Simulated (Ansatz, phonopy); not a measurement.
# Ag (Silver, Fm-3m): phonons against volume, part 3 of 3

Which modes of Ag (Silver) drive its thermal expansion?

Ansatz 0.2.0; DFT LDA, scalar-relativistic, plane waves, PAW; PAW set soft_1.

So far. Step 10 (Single point at a scaled cell, V/V0 1.03): The run ends at a pressure of -3.79 GPa. Step 11 (Phonons, V/V0 1.03): No mode is imaginary beyond numerical noise at the solved wavevectors.

## (12) Single point at a scaled cell, V/V0 0.97

Symmetry fixes every atom, so a single point at the scaled cell gives the energy and pressure of this member.

The cell differs from the one that the last finished run ended in (a 2.858 → 2.801 Å, b 2.858 → 2.801 Å, c 2.858 → 2.801 Å).

Input file input.yaml:

```yaml
crystal:
  lattice:
    - [0.0, 1.9808694204, 1.9808694204]
    - [1.9808694204, 0.0, 1.9808694204]
    - [1.9808694204, 1.9808694204, 0.0]
  atoms:
    - { symbol: Ag, position: [0.0, 0.0, 0.0] }
kpoints:
  mp_grid: { grid: [20, 20, 20] }
hamiltonian:
  xc: lda
  pseudopotentials: { kind: paw, azcp: { folder: soft_1 }, xc_functional: pbe }
scf:
  occupations: { method: methfessel_paxton, width: 0.2 }
  lower_state_search: "off"
output:
  forces: true
  stress: true
  eigenvalues: true
```

On the command line:

```console
> ansatz run input.yaml --threads 8 --pin off --max-ram 16384MiB --backend cpu --events-out ev --progress --plain --runs-dir out
```

Numbers of over 12 decimals in the logs are rounded to 6 here.

What it wrote:

```text
[...]
Crystal: 1 atoms, lattice volume = 15.545 Å³
Basis set: ecut = 420 eV, 307 PW (Γ)
Bands: 14, of which v1, the nominal top of the filled ones, is band 10 counted from 1 (9 counted from 0)
Symmetry: 48 space group operations
[...]
k-points: 256 of 8000
[...]
--- Band table (eV; the first three rows and the last of 256) ---
  k-point 0: bands = [... 6 lower, 13.9133, 13.9133, 15.1571, 15.1571, 35.0725, 39.0790, 39.0790, 39.0790]
  k-point 1: bands = [... 6 lower, 13.9393, 13.9393, 15.1463, 15.1463, 35.1216, 38.4257, 39.1406, 39.1406]
  k-point 2: bands = [... 6 lower, 14.0090, 14.0090, 15.1226, 15.1226, 35.1531, 37.0873, 39.3105, 39.3105]
  k-point 255: bands = [... 6 lower, 13.5631, 15.1440, 16.3528, 25.3115, 25.3115, 26.5281, 27.7920, 42.3790]
[key lines of the parts left out:]
SCF converged after 6 iterations
Free energy (F): -7458.194726 eV
Fermi energy:    19.023483 eV
P = ⅓ Tr σ = 4.6123 GPa (46.123 kbar)
```

Run time: 0.68 s. Hardware: 8 threads of Arm Neoverse V1, shared host; peak memory 0.32 GiB; 3.5 s of CPU time.

The run ends at a pressure of 4.61 GPa.

## (13) Phonons, V/V0 0.97

The same q-mesh and k-mesh are kept at every volume, so that much of their error can cancel in the differences.

input.yaml, the sections that differ from step 12:

```yaml
output:
  eigenvalues: true
phonons:
  method: dfpt
  qmesh: [4, 4, 4]
  temperatures: { t_max: 1000, t_step: 50 }
  qpath:
    path:
      - [[0.0, 0.0, 0.0], [0.5, 0.0, 0.5], [0.625, 0.25, 0.625]]
      - [[0.375, 0.375, 0.75], [0.0, 0.0, 0.0], [0.5, 0.5, 0.5], [0.5, 0.25, 0.75], [0.5, 0.0, 0.5]]
    npoints: 10
# crystal, kpoints, hamiltonian, scf: as in step 12
```

What it wrote:

```text
[...]
Crystal: 1 atoms, lattice volume = 15.545 Å³
Basis set: ecut = 420 eV, 307 PW (Γ), exchange–correlation on 40×40×40 points (8 copies of the dense FFT grid, shifted against one another)
Bands: 14, of which v1, the nominal top of the filled ones, is band 10 counted from 1 (9 counted from 0)
Symmetry: 48 space group operations
k-points: 256 of 8000
[...]
k-point 255: bands = [... 6 lower, 13.5630, 15.1439, 16.3527, 25.3114, 25.3114, 26.5281, 27.7920, 42.3790]
[...]
ASR residual: 1.006e-5 → 0.000e0 eV/Å²; symmetrization residual: 1.031e-11 eV/Å²
  ASR residual per site (eV/Å²): 1.01e-5
  Γ frequencies (cm⁻¹): 0.00 0.00 0.00
--- Phonons (arbitrary-q DFPT): 8 irreducible q on the 4×4×4 mesh ---
[...]
interpolated dispersion: 62 rows × 3 modes
[...]
[key lines of the parts left out:]
SCF converged after 8 iterations
Free energy (F): -7458.194727 eV
Fermi energy:    19.023443 eV
```

Elapsed: 87 s, on 8 threads; peak memory 3.8 GiB; 10 min of CPU time.

No LO-TO term. The phonon branches at the labelled points (cm⁻¹):

```tsv
point	branch 1	branch 2	branch 3
Γ	0	0	0
halfway	92	92	149
X	132	132	202
halfway	128	140	197
U	118	158	183
jump to K	118	158	183
halfway	66	103	160
Γ	0	0	0
halfway	60	60	148
L	87	87	205
halfway	104	134	191
W	129	168	168
halfway	130	142	192
X	132	132	202
```

The phonon branches as a text plot (rows in cm⁻¹):

```
    201 |           ****                        *****          **
    192 |         **    *                      *     **      **
    184 |        *       **                   *        **   *
    175 |                  *****                           *
    167 |       *          *                 *           **
    158 |                ** *   *                       *  *
    149 |      *        *                   *               **
    141 |              *     **  *                     *      *
    132 |           ***                               *   *******
    124 |    **   **   ***     *           *         *   *
    115 |        *        *                             *
    107 |       *          *    * **                * **
     98 |   *               *             *        * *
     90 |      *             **                 *****
     81 |                      * *  *         **
     73 |    **                              *
     64 |  *                    * **     *  *
     56 |   *                    *
     47 |                                  *
     38 |  *                      ****    *
     30 | *                             *
     21 | *                         **   *
     13 |                            *  *
      4 |*                            **
         Γ           X  U|K            Γ         L        W     X
```

No mode is imaginary beyond numerical noise at the solved wavevectors.

## (14) A cell at another volume, V/V0 1.05

Symmetry fixes every atom, so a single point at the scaled cell gives the energy and pressure of this member.

input.yaml, the sections that differ from step 13:

```yaml
crystal:
  lattice:
    - [0.0, 2.0338942533, 2.0338942533]
    - [2.0338942533, 0.0, 2.0338942533]
    - [2.0338942533, 2.0338942533, 0.0]
  atoms:
    - { symbol: Ag, position: [0.0, 0.0, 0.0] }
output:
  forces: true
  stress: true
  eigenvalues: true
# kpoints, hamiltonian, scf: as in step 13
# phonons: removed
```

What it wrote:

```text
[...]
Crystal: 1 atoms, lattice volume = 16.827 Å³
Basis set: ecut = 420 eV, 331 PW (Γ)
Bands: 14, of which v1, the nominal top of the filled ones, is band 10 counted from 1 (9 counted from 0)
Symmetry: 48 space group operations
[...]
k-points: 256 of 8000
[...]
--- Band table (eV; the first three rows and the last of 256) ---
  k-point 0: bands = [... 6 lower, 12.3304, 12.3304, 13.4131, 13.4131, 33.0609, 36.6089, 36.6089, 36.6089]
  k-point 1: bands = [... 6 lower, 12.3533, 12.3533, 13.4041, 13.4041, 33.0872, 35.9455, 36.6482, 36.6482]
  k-point 2: bands = [... 6 lower, 12.4147, 12.4147, 13.3843, 13.3843, 33.0011, 34.6641, 36.7505, 36.7505]
  k-point 255: bands = [... 6 lower, 12.0393, 13.4148, 14.4546, 23.0824, 23.0824, 24.0504, 25.4190, 39.7282]
[key lines of the parts left out:]
SCF converged after 6 iterations
Free energy (F): -7458.185794 eV
Fermi energy:    17.106151 eV
P = ⅓ Tr σ = -5.9245 GPa (-59.245 kbar)
```

Wall time 0.67 s (8 threads); peak memory 0.32 GiB; 3.4 s of CPU time.

The run ends at a pressure of -5.92 GPa.

## (15) Lattice dynamics at this volume, V/V0 1.05

The same q-mesh and k-mesh are kept at every volume, so that much of their error can cancel in the differences.

input.yaml, the sections that differ from step 14:

```yaml
output:
  eigenvalues: true
phonons:
  method: dfpt
  qmesh: [4, 4, 4]
  temperatures: { t_max: 1000, t_step: 50 }
  qpath:
    path:
      - [[0.0, 0.0, 0.0], [0.5, 0.0, 0.5], [0.625, 0.25, 0.625]]
      - [[0.375, 0.375, 0.75], [0.0, 0.0, 0.0], [0.5, 0.5, 0.5], [0.5, 0.25, 0.75], [0.5, 0.0, 0.5]]
    npoints: 10
# crystal, kpoints, hamiltonian, scf: as in step 14
```

What it wrote:

```text
[...]
Crystal: 1 atoms, lattice volume = 16.827 Å³
Basis set: ecut = 420 eV, 331 PW (Γ), exchange–correlation on 40×40×40 points (8 copies of the dense FFT grid, shifted against one another)
Bands: 14, of which v1, the nominal top of the filled ones, is band 10 counted from 1 (9 counted from 0)
Symmetry: 48 space group operations
k-points: 256 of 8000
[...]
k-point 255: bands = [... 6 lower, 12.0392, 13.4147, 14.4545, 23.0823, 23.0823, 24.0504, 25.4190, 39.7281]
[...]
ASR residual: 2.842e-5 → 0.000e0 eV/Å²; symmetrization residual: 6.063e-12 eV/Å²
  ASR residual per site (eV/Å²): 2.84e-5
  Γ frequencies (cm⁻¹): 0.00 0.00 0.00
--- Phonons (arbitrary-q DFPT): 8 irreducible q on the 4×4×4 mesh ---
[...]
interpolated dispersion: 62 rows × 3 modes
[...]
[key lines of the parts left out:]
SCF converged after 8 iterations
Free energy (F): -7458.185795 eV
Fermi energy:    17.106107 eV
```

Wall time 91 s (8 threads); peak memory 4 GiB.

No LO-TO term. Phonon branches along the path, in cm⁻¹:

```tsv
point	branch 1	branch 2	branch 3
Γ	0	0	0
halfway	76	76	122
X	109	109	163
halfway	106	114	159
U	98	126	147
jump to K	98	126	147
halfway	56	83	130
Γ	0	0	0
halfway	51	51	120
L	74	74	164
halfway	86	108	153
W	105	135	135
halfway	107	116	155
X	109	109	163
```

The phonon branches as a text plot (rows in cm⁻¹):

```
    161 |           ****                        *****         ***
    154 |         **    *                      *     **      *
    147 |        *       **                   *        **   *
    140 |       *          *****                           *
    133 |                  *                 *           ***
    127 |                ** *   *                       *
    120 |      *        *                   *          *    **
    113 |              *     **  *                            **
    106 |         *******                             *  ********
     99 |    **  *       **    *           *         *
     92 |                  *      **                *  **
     86 |       *           *   *                    **
     79 |   *  *             **           *       ***
     72 |                                      ****
     65 |    **                * *  *         *
     58 |                       *            *
     51 |  **                     **     *  *
     44 |                        *         *
     38 |                           *
     31 | **                      ** *    *
     24 |                           *   **
     17 | *                          *
     10 |                            *  *
      3 |*                            **
         Γ           X  U|K            Γ         L        W     X
```

No mode is imaginary beyond numerical noise at the solved wavevectors.

## (16) Mode Grüneisen parameters

This step: DFT LDA, scalar-relativistic, plane waves, PAW; PAW set soft_1 (phonopy 4.10.0).

Numbers from this step:

| Item | Value |
| --- | --- |
| share of modes with a negative Grüneisen parameter | 0 |

Mean Grüneisen, by row:

```tsv
T (K)	heat-capacity-weighted mean	root mean square
50	2.414	2.422
100	2.468	2.476
200	2.486	2.494
300	2.489	2.497
500	2.491	2.499
800	2.492	2.499
```

Table of mean mode Grueneisen parameter by wavenumber:

```tsv
wavenumber (cm⁻¹)	mean mode Grueneisen parameter
3.1	-
9.4	2.14
22.0	2.29
28.3	2.22
40.9	2.21
47.2	2.17
53.5	2.27
66.0	2.26
72.3	2.25
78.6	2.27
91.2	2.31
97.5	2.37
110.1	2.47
116.4	2.52
122.7	2.54
135.2	2.64
141.5	2.65
147.8	2.66
160.4	2.66
166.7	2.67
179.3	2.69
185.6	2.71
```

Volume series, by row:

```tsv
V/V0	V (Å³/atom)	pressure (GPa)	E - E0 (meV/atom)	gap (eV)	zero-point energy (meV/atom)	lowest on the path (cm⁻¹)	highest at Gamma without the LO-TO term (cm⁻¹)
0.97	15.55	4.612	6.712	0	24.3	0	-
0.985	15.79	2.193	1.629	0	23.4	0	-
1	16.03	0	0	0	22.53	0	-
1.015	16.27	-1.987	1.5	0	21.68	0	-
1.03	16.51	-3.787	5.839	0	20.86	0	-
1.05	16.83	-5.924	15.58	0	19.79	0	-
```

Grüneisen at points, by row:

```tsv
point	branch	frequency (cm⁻¹)	mode Grüneisen parameter
X	1	122.7	2.4
X	3	186.5	2.67
U	1	109.8	2.32
U	2	145.5	2.72
U	3	169	2.7
K	1	109.8	2.32
K	2	145.5	2.72
K	3	169	2.7
L	1	82	2.08
L	3	189.1	2.73
W	1	119.7	2.64
W	2	155.1	2.7
```

## (17) Quasi-harmonic fit by phonopy

This step gave:

* volume expansion coefficient at 300 K: 49.92 1e-6/K
* isothermal bulk modulus at 300 K: 126.5 GPa
* C_P at 300 K: 25.20 J/mol-atom/K
* Grüneisen parameter at 300 K: 2.552

Energy (each curve on its own zero) against volume; values in meV/atom:

```tsv
volume (Å³/atom)	static	F at 0 K	F at 300 K	F at 1300 K
15.545	6.71	8.92	14.3	38.9
15.786	1.63	2.94	6.31	21.4
16.026	0	0.44	1.7	7.22
16.266	1.5	1.09	0.2	-3.92
16.507	5.84	4.6	1.52	-12.3
16.827	15.6	13.3	7.17	-19.9
```

Phonopy-qha, vinet fit of F(V) at each temperature; no electronic free energy. Qha vinet, by row:

```tsv
T (K)	fitted volume (Å³/atom)	alpha_V (1e-6/K)	B_T (GPa)	C_P (J/mol-atom/K)	Grueneisen
100	16.12	36.57	134.7	19.59	2.463
150	16.16	43.15	132.7	22.65	2.506
200	16.19	46.32	130.7	23.97	2.525
250	16.23	48.34	128.6	24.7	2.539
300	16.27	49.92	126.5	25.2	2.552
350	16.31	51.29	124.3	25.58	2.564
400	16.35	52.59	122.2	25.9	2.577
450	16.4	53.87	120	26.2	2.59
500	16.44	55.15	117.7	26.48	2.603
550	16.49	56.47	115.5	26.77	2.616
600	16.54	57.84	113.2	27.05	2.63
650	16.58	59.27	110.8	27.34	2.645
700	16.63	60.77	108.5	27.64	2.659
```

The volume expansion coefficient, phonopy-qha, Vinet by temperature:

temperature (K), volume expansion coefficient, phonopy-qha, Vinet (1e-6/K) and a bar from the least value:
```
       75       29.9 
      100       36.6 ######
      125       40.6 ##########
      150       43.1 #############
      175       45.0 ###############
      200       46.3 ################
      225       47.4 #################
      250       48.3 ##################
      275       49.2 ###################
      300       49.9 ###################
      325       50.6 ####################
      350       51.3 #####################
      375       52.0 #####################
      400       52.6 ######################
      425       53.2 #######################
      450       53.9 #######################
      475       54.5 ########################
      500       55.1 #########################
      525       55.8 #########################
      550       56.5 ##########################
      575       57.1 ##########################
      600       57.8 ###########################
      625       58.5 ############################
      650       59.3 #############################
      675       60.0 #############################
      700       60.8 ##############################
```

The fit gives a volume expansion of 49.9 × 10⁻⁶/K at 300 K.

## (18) What came out

| Item | Value |
| --- | --- |
| volume expansion coefficient at 300 K | 49.92 1e-6/K |
| isothermal bulk modulus at 300 K | 126.5 GPa |
| C_P at 300 K | 25.20 J/mol-atom/K |
| Grüneisen parameter at 300 K | 2.552 |
| mean mode Grüneisen parameter at 300 K | 2.49 |

Near room temperature Ag (Silver) expands by 49.9 × 10⁻⁶/K in volume by LDA, with C_P = 25.2 J/(mol K) per mole of atoms and B_T = 126 GPa. The table stops at 700 K because beyond it the fitted volume comes within 1 % of the largest computed cell, where the fit loses its support. C_P at room temperature is 101 % of the classical 3R an atom. The fit leaves out the electrons' free energy, which adds to C_P and to the expansion of a metal at high temperature. The heat-capacity-weighted Grüneisen parameter goes from 2.41 at 50 K to 2.49 at 800 K. Weighting γ by the density of states and each mode's heat capacity at 300 K, modes below 60 cm⁻¹ give about 5 % of the sum of γC that drives the expansion, those up to 130 cm⁻¹ 54 % and the rest 42 %. Among the labelled points γ is largest for branch 3 at L (189 cm⁻¹, 2.7) and smallest for branch 1 at L (82 cm⁻¹, 2.1). The PAW files were made for PBE and are used here under another functional, for which the program regenerates the frozen cores.

Calculation against experiment:

| quantity | measured | LDA |
| --- | --- | --- |
| lattice constant a (Å) | 4.086 | 4.002 (-2.1 %) |

Measured values from pmc:6739358 (2019).

How well it matches: The lattice constant a is off by -2.1 %: a clear miss. The grades are ours: good and fair within 0.7 and 1.5 % for the lattice constant a. Zero-point motion and thermal expansion are not in the computed lattice constants.

[Logs are printed without paths, hosts, clocks, repeated set-up lines and the standing remarks that a program may print on its own settings, such as how far it seeks lower states.]

[Hosts, paths, dates, database ids (printed as entryN), source tags and the programs' standing remarks are cut or masked in the printed files.]

[A step with changed settings may run another functional than the one named; its input shows which.]

[Of the runs on displaced cells, only some may be shown.]
